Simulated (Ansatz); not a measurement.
## What LaIrS3 (built on the sites of a database entry of LaCoO3) distorts into

Aim: this structure of LaIrS3 (built on the sites of a database entry of LaCoO3) is to be tested for unstable modes, and one is followed downhill.

Program: Ansatz 0.2.0. Level of theory: DFT PBEsol, scalar-relativistic, plane waves, PseudoDojo norm-conserving pseudopotentials. Results are calculated unless marked as measured.

Report form: the programs' logs are mostly left out.

The structure was built from a prototype and need not be the compound's stable phase.

## (1) Starting point

It takes space group Pm-3m (No. 221, cubic). Conventional cell: a = 4.634 Å, b = 4.634 Å, c = 4.634 Å, α = 90.00°, β = 90.00°, γ = 90.00°. La has 12 S at 3.28 Å nearest. Ir has 6 S at 2.32 Å nearest. Nearest to S lie 2 Ir at 2.32 Å and 4 La at 3.28 Å. Farther neighbours and most contacts between anions are not listed.

## (2) Modes at Γ

The cell comes from relaxations at this level that are not shown. The zone centre is the only wavevector solved here; it holds the modes that light can see, as far as symmetry allows. No field response is asked, since the mesh shows no gap.

File input.yaml:

```yaml
crystal:
  lattice:
    - [4.6342572702, 0.0, 0.0]
    - [0.0, 4.6342572702, 0.0]
    - [0.0, 0.0, 4.6342572702]
  atoms:
    - { symbol: La, position: [0.0, 0.0, 0.0] }
    - { symbol: Ir, position: [0.5, 0.5, 0.5] }
    - { symbol: S, position: [0.5, 0.5, 0.0] }
    - { symbol: S, position: [0.0, 0.5, 0.5] }
    - { symbol: S, position: [0.5, 0.0, 0.5] }
kpoints:
  mp_grid: { grid: [8, 8, 8] }
hamiltonian:
  xc: pbesol
  pseudopotentials: { kind: nc, accuracy: standard }
scf:
  occupations: { method: methfessel_paxton, width: 0.2 }
output:
  eigenvalues: true
phonons:
  method: dfpt
```

On the command line:

```sh
> ansatz run input.yaml --threads 8 --pin off --max-ram 14336MiB --backend cpu --events-out ev --progress --plain --runs-dir out
```

Elapsed: 5 min, on 8 threads of Arm Neoverse N1, shared host; peak memory 8.2 GiB.

This step gave:

```
volume per atom                                         : 19.91 Å³
gap on the k-mesh                                       : 0 eV
sum-rule residual before enforcement                    : 4.03e-4 eV/Å²
point group                                             : m-3m
highest optical mode at the zone centre (no LO-TO term) : 368.8 cm⁻¹
lowest optical zone-centre mode                         : -194.6 cm⁻¹
```

Patterns of degenerate modes are one choice out of their space. Modes at Γ, with each element's share of the kinetic energy (negative means imaginary):

| mode | frequency (cm⁻¹) | symmetry | La % | Ir % | S % |
| --- | --- | --- | --- | --- | --- |
| 1 | -194.6 | T2u | 0 | 0 | 100 |
| 2 | -194.6 | T2u | 0 | 0 | 100 |
| 3 | -194.6 | T2u | 0 | 0 | 100 |
| 4 | -188.6 | T1u | 1 | 18 | 81 |
| 5 | -188.6 | T1u | 1 | 18 | 81 |
| 6 | -188.6 | T1u | 1 | 18 | 81 |
| 7 | -44.1 | T1u | 66 | 27 | 6 |
| 8 | -44.1 | T1u | 66 | 27 | 6 |
| 9 | -44.1 | T1u | 66 | 27 | 6 |
| 10 | 0.0 | acoustic | 33 | 45 | 23 |
| 11 | 0.0 | acoustic | 33 | 45 | 23 |
| 12 | 0.0 | acoustic | 33 | 45 | 23 |
| 13 | 368.8 | T1u | 0 | 10 | 90 |
| 14 | 368.8 | T1u | 0 | 10 | 90 |
| 15 | 368.8 | T1u | 0 | 10 | 90 |

Displacements in mode 1 (-194.6 cm⁻¹), the largest set to 1:
```
La1  0.00  0.00  0.00
Ir2  0.00  0.00  0.00
S3  -1.00 -0.03  0.00
S4   0.00  0.03  0.04
S5   1.00  0.00 -0.04
```

Displacements in mode 4 (-188.6 cm⁻¹), the largest set to 1:
```
La1 -0.08  0.00  0.00
Ir2 -0.27  0.00 -0.01
S3   1.00  0.00  0.00
S4  -0.03  0.00  0.05
S5   1.00  0.00  0.05
```

Before it was imposed, the acoustic sum rule was missed by 4.0e-4 eV/Å². Small misses are needed for a sound result but don't prove that mesh and cutoff are converged. The lowest optical mode is imaginary, 194.6i cm⁻¹, so the energy falls along it.

## (3) The mode frozen in, largest atomic shift 0 Å

The mode followed lies at Γ with frequency 194.6i cm⁻¹ and is 3-fold degenerate, the softest among the wavevectors solved. At small amplitude the distorted cell has space group no. 115 by a symmetry search on the positions. The undistorted cell that holds it gives the zero of energy on the same k mesh.

Edit input.yaml of step 2 so:

```diff
@@ -19,4 +19,4 @@
 output:
+  forces: true
+  stress: true
   eigenvalues: true
-phonons:
-  method: dfpt
```

It took 24 s on 8 threads; peak memory 1.6 GiB.

Numbers from this step:

```
pressure                         : -0.004674 GPa
energy from the undistorted cell : 0 meV/atom
```

The run ends at a pressure of 0.00 GPa.

## (4) The mode frozen in, largest atomic shift 0.45 Å

The atoms are moved along the unstable eigenvector, the largest shift by 0.45 Å, with the cell fixed.

input.yaml, the sections that differ from step 3:

```yaml
crystal:
  lattice:
    - [4.6342572702, 0.0, 0.0]
    - [0.0, 4.6342572702, 0.0]
    - [0.0, 0.0, 4.6342572702]
  atoms:
    - { symbol: La, position: [0.0, 0.0, 0.0] }
    - { symbol: Ir, position: [0.5, 0.5, 0.5] }
    - { symbol: S, position: [0.5, 0.5971029388, 0.0] }
    - { symbol: S, position: [0.0, 0.4028970612, 0.5] }
    - { symbol: S, position: [0.5, 0.0, 0.5] }
# kpoints, hamiltonian, scf, output: as in step 3
```

Elapsed: 64 s, on 8 threads; peak memory 1.8 GiB; 8.4 min of CPU time.

Numbers from this step:

| Item | Value |
| --- | --- |
| pressure | -0.4354 GPa |
| energy from the undistorted cell | -114.0 meV/atom |

The energy, extrapolated to zero smearing, is -114.03 meV/atom against the undistorted cell.

The run ends at a pressure of -0.44 GPa, with forces up to 0.40 eV/Å.

## (5) Energy along the mode, all amplitudes (two of the runs are shown above)

An imaginary frequency means negative curvature, so the energy should fall and then rise again as anharmonic terms take over.

This step gave:

```yaml
depth_at_the_lowest_point_sampled: 114.0 meV/atom
largest_atomic_shift_at_that_point: 0.45 Å
```

Table of energy from the parent by largest atomic shift:

| largest atomic shift (Å) | energy from the parent (meV/atom) |
| --- | --- |
| 0.000 | 0 |
| 0.040 | -1.40 |
| 0.080 | -5.53 |
| 0.140 | -16.4 |
| 0.220 | -38.9 |
| 0.320 | -76.3 |
| 0.450 | -114 |
| 0.600 | -107 |

Displacement at unit largest shift by atom:

| atom | x (Å) | y (Å) | z (Å) | size |
| --- | --- | --- | --- | --- |
| La1 | 0.00 | 0.00 | 0.00 | 0.00 |
| Ir2 | 0.00 | 0.00 | 0.00 | 0.00 |
| S3 | 0.00 | 1.00 | 0.00 | 1.00 |
| S4 | 0.00 | -1.00 | 0.00 | 1.00 |
| S5 | 0.00 | 0.00 | 0.00 | 0.00 |

The lowest of the steps tried is at 0.45 Å, 114 meV/atom below the parent; the bottom of the well need not coincide with a step.

## (6) Relaxing from the distorted cell

Starting from the lowest point found, all atoms and the cell are let go, so that strain and other modes of the same symmetry can join in.

Edit input.yaml of step 4 so:

```diff
@@ -22 +22,6 @@
   eigenvalues: true
+relax:
+  adjacent_minimum: "off"
+  f_tol: 0.002
+  max_steps: 120
+  cell: { stress_tol: 0.03 }
```

The job ended after 5 min (8 threads; peak memory 2.1 GiB).

Relaxation path:

| step | energy less that of the first step (eV) | largest force component (eV/Å) | pressure (GPa) | volume (Å³) |
| --- | --- | --- | --- | --- |
| 1 | 0.0000 | 0.4023 | -0.44 | 99.53 |
| 2 | -0.1641 | 0.3271 | 1.44 | 97.95 |
| 3 | -0.2878 | 0.1714 | 0.18 | 99.28 |
| 4 | -0.3038 | 0.1139 | -0.11 | 99.89 |
| 5 | -0.3049 | 0.0125 | 0.43 | 99.52 |
| 6 | -0.3054 | 0.0047 | 0.05 | 99.81 |
| 7 | -0.3055 | 0.0000 | 0.00 | 99.86 |
| 8* | -0.3056 | 0.0000 | 0.00 | 99.86 |

Relaxation steps marked * repeat the geometry before them on a plane-wave basis chosen anew for their cell, so energy and pressure can jump there.

Forces are held to the 8 operations that the run works with; a distortion that breaks them can't arise in this run.

| conventional cell, symmetrised | before | after | change |
| --- | --- | --- | --- |
| a (Å) | 4.634 | 4.431 | -4.4 % |
| b (Å) | 4.634 | 4.431 | -4.4 % |
| c (Å) | 4.634 | 5.086 | +9.7 % |
| volume (Å³/atom) | 19.91 | 19.97 | +0.3 % |

The atoms that moved most (Å, as changes of fractional coordinates times the final cell):

| atom | dx | dy | dz | length |
| --- | --- | --- | --- | --- |
| S3 | 0.000 | 0.135 | 0.000 | 0.135 |
| S4 | 0.000 | -0.135 | 0.000 | 0.135 |

Final coordinates:

```cif
data_structure
_symmetry_space_group_name_H-M 'P 1'
_symmetry_Int_Tables_number 1
_cell_length_a 4.4310
_cell_length_b 5.0861
_cell_length_c 4.4310
_cell_angle_alpha 90.000
_cell_angle_beta 90.000
_cell_angle_gamma 90.000
_cell_volume 99.86
loop_
_atom_site_label
_atom_site_type_symbol
_atom_site_fract_x
_atom_site_fract_y
_atom_site_fract_z
_atom_site_occupancy
La1 La 0.00000 0.00000 0.00000 1
Ir2 Ir 0.50000 0.50000 0.50000 1
S3 S 0.50000 0.62361 0.00000 1
S4 S 0.00000 0.37639 0.50000 1
S5 S 0.50000 0.00000 0.50000 1
```

This step gave:

* pressure: 0.004056 GPa
* volume per atom: 19.97 Å³

The distorted start has space group P-4m2; the relaxation ends in P-4m2.

## (7) The new phase in its own primitive cell

The relaxed structure is symmetrised, reduced to its primitive cell and relaxed tightly, as its phonons need.

input.yaml, the sections that differ from step 6:

```yaml
crystal:
  lattice:
    - [4.4309673598, 0.0, 0.0]
    - [0.0, 4.4309673598, 0.0]
    - [0.0, 0.0, 5.0860534981]
  atoms:
    - { symbol: La, position: [0.0, 0.0, 0.0] }
    - { symbol: Ir, position: [0.5, 0.5, 0.5] }
    - { symbol: S, position: [0.0, 0.5, 0.3763865042] }
    - { symbol: S, position: [0.5, 0.0, 0.6236134958] }
    - { symbol: S, position: [0.5, 0.5, 0.0] }
relax:
  adjacent_minimum: "off"
  f_tol: 0.001
  max_steps: 60
  cell: { stress_tol: 0.01 }
# kpoints, hamiltonian, scf, output: as in step 6
```

It took 2.7 min on 8 threads; peak memory 2 GiB; 21 min of CPU time.

Little changed from the start: no atom moved by 0.005 Å and no cell edge by 0.1 %.

This step gave:

| Quantity | Value |
| --- | --- |
| pressure | -0.001818 GPa |

The largest force component left is 0.27 meV/Å and the pressure is -0.002 GPa, within the tolerances set. The cell now holds 19.97 Å³/atom.

## (8) Modes of the new phase

A relaxed structure may still be a saddle point, so its zone-centre modes are computed. No field response is asked, since the mesh shows no gap.

input.yaml, the sections that differ from step 7:

```yaml
crystal:
  lattice:
    - [4.4309366704, 0.0, 0.0]
    - [0.0, 4.4309366704, 0.0]
    - [0.0, 0.0, 5.0864429779]
  atoms:
    - { symbol: La, position: [0.0, 0.0, 0.0] }
    - { symbol: Ir, position: [0.5, 0.5, 0.5] }
    - { symbol: S, position: [0.0, 0.5, 0.3763854096] }
    - { symbol: S, position: [0.5, 0.0, 0.6236145904] }
    - { symbol: S, position: [0.5, 0.5, 0.0] }
output:
  eigenvalues: true
phonons:
  method: dfpt
# kpoints, hamiltonian, scf: as in step 7
# relax: removed
```

It took 10 min on 8 threads; peak memory 8.4 GiB; 81 min of CPU time.

Numbers from this step:

* sum-rule residual before enforcement: 8.76e-5 eV/Å²
* point group: -42m
* highest optical mode at the zone centre (no LO-TO term): 407.1 cm⁻¹
* lowest optical zone-centre mode: 48.52 cm⁻¹

Patterns of degenerate modes are one choice out of their space. Modes at Γ, with each element's share of the kinetic energy:

| mode | frequency (cm⁻¹) | symmetry | La % | Ir % | S % |
| --- | --- | --- | --- | --- | --- |
| 1 | 0.0 | acoustic | 33 | 45 | 23 |
| 2 | 0.0 | acoustic | 33 | 45 | 23 |
| 3 | 0.0 | acoustic | 33 | 45 | 23 |
| 4 | 48.5 | E | 54 | 38 | 9 |
| 5 | 48.5 | E | 54 | 38 | 9 |
| 6 | 86.1 | B2 | 63 | 34 | 3 |
| 7 | 128.3 | E | 2 | 7 | 92 |
| 8 | 128.3 | E | 2 | 7 | 92 |
| 9 | 195.0 | E | 12 | 1 | 87 |
| 10 | 195.0 | E | 12 | 1 | 87 |
| 11 | 201.9 | B2 | 1 | 15 | 84 |
| 12 | 269.3 | B2 | 3 | 6 | 91 |
| 13 | 276.9 | A1 | 0 | 0 | 100 |
| 14 | 407.1 | E | 0 | 10 | 90 |
| 15 | 407.1 | E | 0 | 10 | 90 |

Displacements in mode 4 (48.5 cm⁻¹), the largest set to 1:
```
La1  1.00 -0.02  0.00
Ir2 -0.71  0.01  0.00
S3  -0.56 -0.01  0.00
S4   0.60  0.01  0.00
S5  -0.11  0.00  0.00
```

Displacements in mode 7 (128.3 cm⁻¹), the largest set to 1:
```
La1 -0.06  0.00  0.00
Ir2 -0.11  0.00  0.00
S3   0.04  0.00  0.00
S4  -0.10  0.00  0.00
S5   1.00 -0.02  0.00
```

Before it was imposed, the acoustic sum rule was missed by 8.8e-5 eV/Å². Small misses are needed for a sound result but don't prove that mesh and cutoff are converged. The lowest optical mode is real, 48.5 cm⁻¹.

## (9) Results

```yaml
unstable_mode_of_the_parent: q = (0, 0, 0), 195i cm⁻¹
depth_at_the_lowest_point_sampled: 114 meV/atom
largest_atomic_shift_at_that_point: 0.45 Å
space_group_reached_within_0p01_a: P-4m2
energy_gained_over_the_parent_first_relaxation_on_the_mesh_of_the_frozen_mode: 175 meV/atom
volume_per_atom_phase_reached: 20.0 Å³
lowest_optical_zone_centre_mode_phase_reached: 48.5 cm⁻¹
highest_optical_mode_at_the_zone_centre_no_lo_to_term_phase_reached: 407 cm⁻¹
```

What this shows: Along this mode the structure falls into P-4m2, 175 meV/atom below the parent. At the parent's cell the well is 114.0 meV/atom deep on the steps tried, with its lowest point at a shift of 0.45 Å. Relaxing atoms and cell changes the gain by +61.05 meV/atom against the lowest step (energies at zero smearing). The new phase has no imaginary mode at the zone centre of its cell; other wavevectors were not checked. Of the 2 patterns followed to their end from this parent, this one reaches the lowest energy. Each path keeps the symmetry of its pattern, so a lower phase may lie along a pattern not tried. With no gap, or one that is small against the smearing, the frequencies hang on the k mesh and the smearing, most of all near Kohn anomalies. Spin-orbit coupling is left out, which can matter for the heavy elements here. The starting cell was built on a prototype and not taken from a measurement, so the phase need not exist.

[Logs are printed without paths, hosts, clocks, repeated set-up lines and the standing remarks that a program may print on its own settings, such as how far it seeks lower states.]

[Hosts, paths, dates, database ids (printed as entryN), source tags and the programs' standing remarks are cut or masked in the printed files.]
